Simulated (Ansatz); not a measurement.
# Al(111) with 4 thermally displaced layers, 2x2: scattering by thermal displacements, part 2 of 2

Aim: the resistivity of Al at 500 K from frozen thermal displacements between perfect leads. The measured value for the pure metal at this temperature is 4.99 µΩ cm (CRC Handbook of Chemistry and Physics, 84th ed., 2003, Electrical Resistivity of Pure Metals).

Ansatz 0.2.0; Ansatz plane-wave DFT, PBE, PAW files; ballistic transport by layer matching (Landauer), zero bias; PAW set soft_1.

So far, open channels per spin nearest the Fermi level: step 2 (with 4 displaced layers) 5.41.

## Step 3: With 8 displaced layers

Each atom of 8 layers is moved at random, by amounts drawn from a normal law 0.1226 Å wide in each direction from the Debye model (428 K) at 500 K. A fresh draw is used; the growth of the resistance with length is what counts.

System of this step: Al(111) with 8 thermally displaced layers, 2x2. The cell holds 56 atoms: 56 Al. Cell: a = 5.725 Å, b = 5.725 Å, c = 32.761 Å, α = 87.5°, β = 92.5°, γ = 120.0°. It derives from Al. Regions: lead, 24 atoms (24 Al); scattering region, 32 atoms (32 Al). The structure is stacked along c, and the current runs across the ab planes.

input.yaml reads:

```yaml
crystal:
  lattice:
    - [5.7246940741, 0.0, 0.0]
    - [-2.862347037, 4.957730497, 0.0]
    - [-1.4311735185, 0.8262884162, 32.7193519684]
  atoms:
    - { symbol: Al, position: [0.005952381, 0.994047619, 0.0357142857] }
    - { symbol: Al, position: [0.005952381, 0.494047619, 0.0357142857] }
    - { symbol: Al, position: [0.505952381, 0.994047619, 0.0357142857] }
    - { symbol: Al, position: [0.505952381, 0.494047619, 0.0357142857] }
    - { symbol: Al, position: [0.1845238095, 0.3154761905, 0.1071428571] }
    - { symbol: Al, position: [0.1845238095, 0.8154761905, 0.1071428571] }
    - { symbol: Al, position: [0.6845238095, 0.3154761905, 0.1071428571] }
    - { symbol: Al, position: [0.6845238095, 0.8154761905, 0.1071428571] }
    - { symbol: Al, position: [0.3630952381, 0.1369047619, 0.1785714286] }
    - { symbol: Al, position: [0.3630952381, 0.6369047619, 0.1785714286] }
    - { symbol: Al, position: [0.8630952381, 0.1369047619, 0.1785714286] }
    - { symbol: Al, position: [0.8630952381, 0.6369047619, 0.1785714286] }
    - { symbol: Al, position: [0.0408027608, 0.972202309, 0.2485762715] }
    - { symbol: Al, position: [0.0628311786, 0.482886724, 0.2479619874] }
    - { symbol: Al, position: [0.5887457476, 0.9977498789, 0.2540416376] }
    - { symbol: Al, position: [0.5815800718, 0.4840381429, 0.2584445244] }
    - { symbol: Al, position: [0.2246192033, 0.2794369258, 0.3236875495] }
    - { symbol: Al, position: [0.1810482753, 0.7419187966, 0.3181249525] }
    - { symbol: Al, position: [0.7331015853, 0.2924146229, 0.3156740387] }
    - { symbol: Al, position: [0.6758926536, 0.7720644314, 0.3207241934] }
    - { symbol: Al, position: [0.4068212237, 0.117019089, 0.3974598221] }
    - { symbol: Al, position: [0.4106414133, 0.6170194109, 0.3887549928] }
    - { symbol: Al, position: [0.8769622513, 0.1066152401, 0.3953466822] }
    - { symbol: Al, position: [0.9221723837, 0.6153532169, 0.3957943171] }
    - { symbol: Al, position: [0.0726026406, 0.8797642596, 0.4615358481] }
    - { symbol: Al, position: [0.0935556399, 0.4383124045, 0.4586220727] }
    - { symbol: Al, position: [0.5969245478, 0.9119164474, 0.4634151521] }
    - { symbol: Al, position: [0.5916134325, 0.4420442746, 0.4589178803] }
    - { symbol: Al, position: [0.2776182624, 0.2464394616, 0.532827153] }
    - { symbol: Al, position: [0.2226387492, 0.6904191296, 0.5332885879] }
    - { symbol: Al, position: [0.750878204, 0.2267250305, 0.534485692] }
    - { symbol: Al, position: [0.7540456562, 0.7446064256, 0.5395371475] }
    - { symbol: Al, position: [0.4311139683, 0.0587136649, 0.6091603883] }
    - { symbol: Al, position: [0.4750632794, 0.5566834855, 0.6090638352] }
    - { symbol: Al, position: [0.9177989286, 0.0983244627, 0.6096126215] }
    - { symbol: Al, position: [0.9616750157, 0.5646672411, 0.6032369228] }
    - { symbol: Al, position: [0.1408367876, 0.9060729718, 0.6753238773] }
    - { symbol: Al, position: [0.0870072587, 0.3981140645, 0.6779294686] }
    - { symbol: Al, position: [0.6610937951, 0.872050874, 0.6765916638] }
    - { symbol: Al, position: [0.5895893396, 0.3463004463, 0.6752412946] }
    - { symbol: Al, position: [0.3248650929, 0.2054655459, 0.7477212405] }
    - { symbol: Al, position: [0.2720238346, 0.7222716209, 0.7524656972] }
    - { symbol: Al, position: [0.7925370727, 0.1985217471, 0.7511444127] }
    - { symbol: Al, position: [0.791808553, 0.6911137254, 0.7523309874] }
    - { symbol: Al, position: [0.4702380952, 0.0297619048, 0.8214285714] }
    - { symbol: Al, position: [0.4702380952, 0.5297619048, 0.8214285714] }
    - { symbol: Al, position: [0.9702380952, 0.0297619048, 0.8214285714] }
    - { symbol: Al, position: [0.9702380952, 0.5297619048, 0.8214285714] }
    - { symbol: Al, position: [0.1488095238, 0.8511904762, 0.8928571429] }
    - { symbol: Al, position: [0.1488095238, 0.3511904762, 0.8928571429] }
    - { symbol: Al, position: [0.6488095238, 0.8511904762, 0.8928571429] }
    - { symbol: Al, position: [0.6488095238, 0.3511904762, 0.8928571429] }
    - { symbol: Al, position: [0.3273809524, 0.1726190476, 0.9642857143] }
    - { symbol: Al, position: [0.3273809524, 0.6726190476, 0.9642857143] }
    - { symbol: Al, position: [0.8273809524, 0.1726190476, 0.9642857143] }
    - { symbol: Al, position: [0.8273809524, 0.6726190476, 0.9642857143] }
kpoints:
  mp_grid: { grid: [5, 5, 1] }
hamiltonian:
  xc: pbe
  pseudopotentials: { kind: paw, azcp: { folder: soft_1 } }
scf:
  occupations: { method: fermi_dirac, width: 0.1 }
output:
  transmission:
    leads: [[0, 4]]
    kmesh: [10, 10]
    e_range: [-0.05, 0.05]
    de: 0.05
  write_potential: true
  write_density: true
  volumetric_format: npy
```

Started as:

```console
> ansatz run input.yaml --threads 4 --pin off --max-ram 15360MiB --backend cpu --events-out ev --progress --plain --runs-dir out
```

Numbers of over 12 decimals in the logs are rounded to 6 here.

The log of the run:

```text
[...]
Crystal: 56 atoms, lattice volume = 928.624 Å³
Basis set: ecut = 420 eV, 18271 PW (Γ)
Bands: 140, of which v1, the nominal top of the filled ones, is band 84 counted from 1 (83 counted from 0)
Symmetry: 1 space group operations
[...]
k-points: 13 of 25 (time reversal used)
[...]
SCF iter   1: F=—  HF=-30099.862764 eV  |F-HF|=—  |Δ(HF+E_count)|=         —  Δρ=2.41e-2  dr2=1.05e1  ethr=3.10e-3  ⟨swp⟩=6.7  Hψ=8557  notcnv=0  defer=66
[...]
SCF iter   7: F=-30097.293259 eV  HF=-30097.293259 eV  |F-HF|=1.28e-8  |Δ(HF+E_count)|=   1.22e-8  Δρ=1.38e-6  dr2=2.78e-8  ethr=5.95e-11  ⟨swp⟩=13.1  Hψ=7461  notcnv=0
SCF 1 converged in 7 iterations: F = -30097.293259 eV  dr2 = 2.78e-8
[...]
transmission: 222 of 2132 steps passed
transmission: 432 of 2132 steps passed
[...]
transmission: 2132 of 2132 steps passed
SCF converged after 7 iterations
Free energy (F): -30097.293259 eV
[...]
Internal energy: -30096.399695 eV  (E = F + TS)
E sigma→0 (E₀):  -30096.846477 eV
Entropy (-TS):   -0.893565 eV (-15.957 meV/atom)
Fermi energy:    7.921826 eV
[...]
--- Band table (eV; the first three rows and the last of 13) ---
  k-point 0: bands = [... 80 lower, 6.5537, 6.5915, 6.6301, 7.0220, 7.0630, 7.0742, 7.0896, 7.2079, ... 52 higher]
  k-point 1: bands = [... 80 lower, 6.9509, 7.0809, 7.1076, 7.1449, 7.1876, 7.6061, 7.6486, 7.6723, ... 52 higher]
  k-point 2: bands = [... 80 lower, 7.9080, 8.0114, 8.0516, 8.1040, 8.1317, 8.1735, 8.2403, 8.2803, ... 52 higher]
  k-point 12: bands = [... 80 lower, 7.7466, 7.8682, 7.9132, 7.9491, 7.9760, 7.9878, 8.0170, 8.0540, ... 52 higher]
--- Transmission ---
  basis      : 253 plane waves across, 41 finite elements along
  points     : 52, standing for a mesh of 10 x 10
[...]
channels       : 5.530000e0 a spin
[...]
junction   : crystal 0 to crystal 0, 0.70 to 31.08 Å
    transmission   : 4.529217e0 a spin
[...]
```

Elapsed: 6 min, on 4 threads of AMD EPYC 7R13 (Zen 3), shared host; peak memory 3.2 GiB.

This step gave:

```yaml
free_energy: -30097.2933 eV
energy_at_zero_smearing: -30096.8465 eV
transmission_per_spin_nearest_the_fermi_level: 4.529
open_channels_per_spin_nearest_the_fermi_level: 5.53
step_of_the_lead_s_potential: 5.2 meV
```

Per spin. The transmission, zone mean by energy, zero at the Fermi level:

```tsv
energy (eV)	transmission, zone mean
-0.0500	4.32
0.0000	4.53
0.0500	4.56
```

Over the solved energies the transmission per spin lies between 4.32 and 4.56, out of 5.45 channels of the lead on average (up to 5.59).

## Step 4: With 12 displaced layers

Each atom of 12 layers is moved at random, by amounts drawn from a normal law 0.1226 Å wide in each direction from the Debye model (428 K) at 500 K. A fresh draw is used; the growth of the resistance with length is what counts.

System of this step: Al(111) with 12 thermally displaced layers, 2x2. The cell holds 72 atoms: 72 Al. Cell: a = 5.725 Å, b = 5.725 Å, c = 42.068 Å, α = 90.0°, β = 90.0°, γ = 120.0°. It derives from Al. Regions: lead, 24 atoms (24 Al); scattering region, 48 atoms (48 Al). The structure is stacked along c, and the current runs across the ab planes.

input.yaml reads:

```yaml
crystal:
  lattice:
    - [5.7246940741, 0.0, 0.0]
    - [-2.862347037, 4.957730497, 0.0]
    - [0.0, 0.0, 42.0677382451]
  atoms:
    - { symbol: Al, position: [0.0, 0.0, 0.0277777778] }
    - { symbol: Al, position: [0.0, 0.5, 0.0277777778] }
    - { symbol: Al, position: [0.5, 0.0, 0.0277777778] }
    - { symbol: Al, position: [0.5, 0.5, 0.0277777778] }
    - { symbol: Al, position: [0.1666666667, 0.3333333333, 0.0833333333] }
    - { symbol: Al, position: [0.1666666667, 0.8333333333, 0.0833333333] }
    - { symbol: Al, position: [0.6666666667, 0.3333333333, 0.0833333333] }
    - { symbol: Al, position: [0.6666666667, 0.8333333333, 0.0833333333] }
    - { symbol: Al, position: [0.3333333333, 0.1666666667, 0.1388888889] }
    - { symbol: Al, position: [0.3333333333, 0.6666666667, 0.1388888889] }
    - { symbol: Al, position: [0.8333333333, 0.1666666667, 0.1388888889] }
    - { symbol: Al, position: [0.8333333333, 0.6666666667, 0.1388888889] }
    - { symbol: Al, position: [0.9387830875, 0.968135964, 0.1935590674] }
    - { symbol: Al, position: [0.9832871475, 0.4712197252, 0.1954020832] }
    - { symbol: Al, position: [0.5281729344, 0.0111497047, 0.195098547] }
    - { symbol: Al, position: [0.5227295274, 0.5099977203, 0.1911164314] }
    - { symbol: Al, position: [0.1782907214, 0.3652542744, 0.2466862572] }
    - { symbol: Al, position: [0.1631908307, 0.8237143969, 0.2473838992] }
    - { symbol: Al, position: [0.6462607788, 0.3358305235, 0.2509186826] }
    - { symbol: Al, position: [0.6554093215, 0.7975878833, 0.2491588348] }
    - { symbol: Al, position: [0.3524366814, 0.1900712544, 0.3075147182] }
    - { symbol: Al, position: [0.3646967187, 0.6937873091, 0.3079558194] }
    - { symbol: Al, position: [0.816599079, 0.1681014045, 0.3034780275] }
    - { symbol: Al, position: [0.761576112, 0.6251159693, 0.3116410302] }
    - { symbol: Al, position: [0.9483694749, 0.9445763822, 0.359407316] }
    - { symbol: Al, position: [0.0319902712, 0.4988886691, 0.3622999467] }
    - { symbol: Al, position: [0.4931844464, 0.9979426223, 0.3648011322] }
    - { symbol: Al, position: [0.5159743019, 0.4978679069, 0.3637085943] }
    - { symbol: Al, position: [0.1869596877, 0.3279156647, 0.4174531872] }
    - { symbol: Al, position: [0.1638469199, 0.8168134033, 0.420019429] }
    - { symbol: Al, position: [0.6554339986, 0.3180203777, 0.4117847083] }
    - { symbol: Al, position: [0.6584311634, 0.8710409977, 0.4133454136] }
    - { symbol: Al, position: [0.33799128, 0.1575910089, 0.4737118314] }
    - { symbol: Al, position: [0.3366324497, 0.647477315, 0.4713719561] }
    - { symbol: Al, position: [0.8368760992, 0.1694982267, 0.4721391669] }
    - { symbol: Al, position: [0.8344063363, 0.6822253292, 0.4760592278] }
    - { symbol: Al, position: [0.0024230341, 0.9817041405, 0.5289312626] }
    - { symbol: Al, position: [0.0070137075, 0.5114112173, 0.5331522075] }
    - { symbol: Al, position: [0.495277592, 0.9997156774, 0.5251948383] }
    - { symbol: Al, position: [0.4867797283, 0.4859309028, 0.5324384358] }
    - { symbol: Al, position: [0.1661053031, 0.3191958224, 0.5889542972] }
    - { symbol: Al, position: [0.1488792113, 0.854623266, 0.5862938739] }
    - { symbol: Al, position: [0.6757257566, 0.3268777888, 0.5829563776] }
    - { symbol: Al, position: [0.6690297733, 0.852764676, 0.5765486744] }
    - { symbol: Al, position: [0.3242668068, 0.1704226475, 0.6371958275] }
    - { symbol: Al, position: [0.2914216043, 0.6606640671, 0.6366889234] }
    - { symbol: Al, position: [0.867736754, 0.2012097514, 0.6390910086] }
    - { symbol: Al, position: [0.7895032736, 0.6618169188, 0.6361967041] }
    - { symbol: Al, position: [0.0355063493, 0.0418119422, 0.6953691784] }
    - { symbol: Al, position: [0.0622895008, 0.5374390183, 0.6964735867] }
    - { symbol: Al, position: [0.4841658719, 0.0051636001, 0.6905430951] }
    - { symbol: Al, position: [0.5275897741, 0.5059013462, 0.6988109695] }
    - { symbol: Al, position: [0.1533624793, 0.2887325305, 0.7522946701] }
    - { symbol: Al, position: [0.2120303085, 0.8780561692, 0.7475942502] }
    - { symbol: Al, position: [0.652680763, 0.3385716016, 0.7473532644] }
    - { symbol: Al, position: [0.6285242734, 0.8097856647, 0.757952165] }
    - { symbol: Al, position: [0.3116292544, 0.1446409695, 0.8045889611] }
    - { symbol: Al, position: [0.3530135722, 0.7012074263, 0.8086146631] }
    - { symbol: Al, position: [0.8542514735, 0.1703045227, 0.8063102976] }
    - { symbol: Al, position: [0.8044983884, 0.6319543319, 0.8117879464] }
    - { symbol: Al, position: [0.0, 0.0, 0.8611111111] }
    - { symbol: Al, position: [0.0, 0.5, 0.8611111111] }
    - { symbol: Al, position: [0.5, 0.0, 0.8611111111] }
    - { symbol: Al, position: [0.5, 0.5, 0.8611111111] }
    - { symbol: Al, position: [0.1666666667, 0.3333333333, 0.9166666667] }
    - { symbol: Al, position: [0.1666666667, 0.8333333333, 0.9166666667] }
    - { symbol: Al, position: [0.6666666667, 0.3333333333, 0.9166666667] }
    - { symbol: Al, position: [0.6666666667, 0.8333333333, 0.9166666667] }
    - { symbol: Al, position: [0.3333333333, 0.1666666667, 0.9722222222] }
    - { symbol: Al, position: [0.3333333333, 0.6666666667, 0.9722222222] }
    - { symbol: Al, position: [0.8333333333, 0.1666666667, 0.9722222222] }
    - { symbol: Al, position: [0.8333333333, 0.6666666667, 0.9722222222] }
kpoints:
  mp_grid: { grid: [5, 5, 1] }
hamiltonian:
  xc: pbe
  pseudopotentials: { kind: paw, azcp: { folder: soft_1 } }
scf:
  occupations: { method: fermi_dirac, width: 0.1 }
output:
  transmission:
    leads: [[0, 4]]
    kmesh: [10, 10]
    e_range: [-0.05, 0.05]
    de: 0.05
  write_potential: true
  write_density: true
  volumetric_format: npy
```

The log of the run:

```text
[...]
Crystal: 72 atoms, lattice volume = 1193.945 Å³
Basis set: ecut = 420 eV, 23469 PW (Γ)
Bands: 180, of which v1, the nominal top of the filled ones, is band 108 counted from 1 (107 counted from 0)
Symmetry: 1 space group operations
[...]
k-points: 13 of 25 (time reversal used)
[...]
SCF iter   1: F=—  HF=-38698.832086 eV  |F-HF|=—  |Δ(HF+E_count)|=         —  Δρ=2.49e-2  dr2=1.38e1  ethr=3.10e-3  ⟨swp⟩=6.5  Hψ=10866  notcnv=0  defer=116
[...]
SCF iter   8: F=-38695.048693 eV  HF=-38695.048693 eV  |F-HF|=4.21e-9  |Δ(HF+E_count)|=   1.06e-8  Δρ=5.04e-7  dr2=6.67e-9  ethr=4.63e-11  ⟨swp⟩=13.5  Hψ=8346  notcnv=0
SCF 1 converged in 8 iterations: F = -38695.048693 eV  dr2 = 6.67e-9
[...]
transmission: 273 of 2704 steps passed
transmission: 549 of 2704 steps passed
[...]
transmission: 2704 of 2704 steps passed
SCF converged after 8 iterations
Free energy (F): -38695.048693 eV
[...]
Internal energy: -38693.875303 eV  (E = F + TS)
E sigma→0 (E₀):  -38694.461998 eV
Entropy (-TS):   -1.173390 eV (-16.297 meV/atom)
Fermi energy:    7.921860 eV
[...]
--- Band table (eV; the first three rows and the last of 13) ---
  k-point 0: bands = [... 104 lower, 6.5908, 6.6111, 6.6686, 6.7987, 6.8453, 6.8485, 6.8732, 6.9247, ... 68 higher]
  k-point 1: bands = [... 104 lower, 6.9169, 6.9850, 7.1075, 7.1385, 7.1821, 7.2454, 7.3058, 7.4524, ... 68 higher]
  k-point 2: bands = [... 104 lower, 7.9495, 7.9733, 8.0312, 8.0355, 8.0813, 8.1034, 8.1392, 8.1860, ... 68 higher]
  k-point 12: bands = [... 104 lower, 7.7335, 7.8674, 7.8907, 7.9309, 7.9411, 7.9866, 8.0030, 8.0349, ... 68 higher]
--- Transmission ---
  basis      : 253 plane waves across, 52 finite elements along
  points     : 52, standing for a mesh of 10 x 10
[...]
channels       : 5.590000e0 a spin
[...]
junction   : crystal 0 to crystal 0, 0.70 to 40.43 Å
    transmission   : 4.187359e0 a spin
[...]
```

Wall time 8.2 min (4 threads); peak memory 5 GiB.

Numbers from this step:

* free energy: -38695.0487 eV
* energy at zero smearing: -38694.4620 eV
* transmission per spin nearest the Fermi level: 4.187
* open channels per spin nearest the Fermi level: 5.59
* step of the lead's potential: 11 meV

Per spin. Transmission, zone mean against energy, zero at the Fermi level:

```tsv
energy (eV)	transmission, zone mean
-0.0500	4.02
0.0000	4.19
0.0500	4.15
```

Over the solved energies the transmission per spin lies between 4.02 and 4.19, out of 5.49 channels of the lead on average (up to 5.59).

## Step 5: The fit

This step: Ansatz plane-wave DFT, PBE, PAW files; ballistic transport by layer matching (Landauer), zero bias; resistivity from the slope of the area resistance; PAW set soft_1 (Ansatz 0.2.0).

This step gave:

```yaml
resistivity: 9.022 µΩ cm
intercept: -0.02791 fΩ m²
scatter_about_the_fit: 0.004648 fΩ m²
```

Resistance, by row:

```tsv
run	length (Å)	T	channels N	RA (fΩ m²)
n4	9.348	5.033	5.43	0.05315
n8	18.7	4.47	5.45	0.1474
n12	28.05	4.12	5.49	0.2218
```

The area resistance by length of the displaced region:

```tsv
length of the displaced region (Å)	area resistance (fΩ m²)
9.35	0.0531
18.70	0.147
28.05	0.222
```

The area resistance goes from 0.053 to 0.22 fΩ m² between 9.3 and 28.0 Å, a slope of 9.0 µΩ cm.

By hand from the end points: (0.2218 − 0.05315) fΩ m² / (28.05 − 9.35) Å = 9.0 µΩ cm, since 1 fΩ m² per Å is 1000 µΩ cm.

## Step 6: Outcome

* resistivity from the slope: 9.02 µΩ cm
* area resistance over 9.35 Å: 0.0531 fΩ m²
* area resistance over 18.7 Å: 0.147 fΩ m²
* area resistance over 28.0 Å: 0.222 fΩ m²

In words: The slope gives 9.0 µΩ cm. The points scatter by 0.0046 fΩ m² about the line, with one random draw a length in a 2x2 cell, so the slope is a rough value. The mean square of the displacements drawn is 0.78, 0.91 and 1.0 of the nominal one at the three lengths; with each resistance scaled back by that, the slope is 7.9 µΩ cm, the value used below. The lead's own channel count moves between the runs (5.43, 5.45 and 5.49), which shifts RA and the slope too. Read with a model of isotropic scattering on a spherical Fermi surface and the lead's 1.5×10¹⁵ S/m², this slope means a mean free path near 70 Å; over these lengths the model's slope is 1.10 times its bulk resistivity, which would be 7.2 µΩ cm. Uncorrelated displacements put too much weight on short waves, which scatter strongly; with the sideways repeat of a small cell, one draw and three short lengths, the method is good to a factor of two or three. The measured value is 4.99 µΩ cm (CRC Handbook of Chemistry and Physics, 84th ed., 2003, Electrical Resistivity of Pure Metals); the scaled slope is 1.6 times that and the corrected value 1.4: clearly high.

[Logs are printed without paths, hosts, clocks, repeated set-up lines and the standing remarks that a program may print on its own settings, such as how far it seeks lower states.]

[Hosts, paths, dates, database ids (printed as entryN), source tags and the programs' standing remarks are cut or masked in the printed files.]
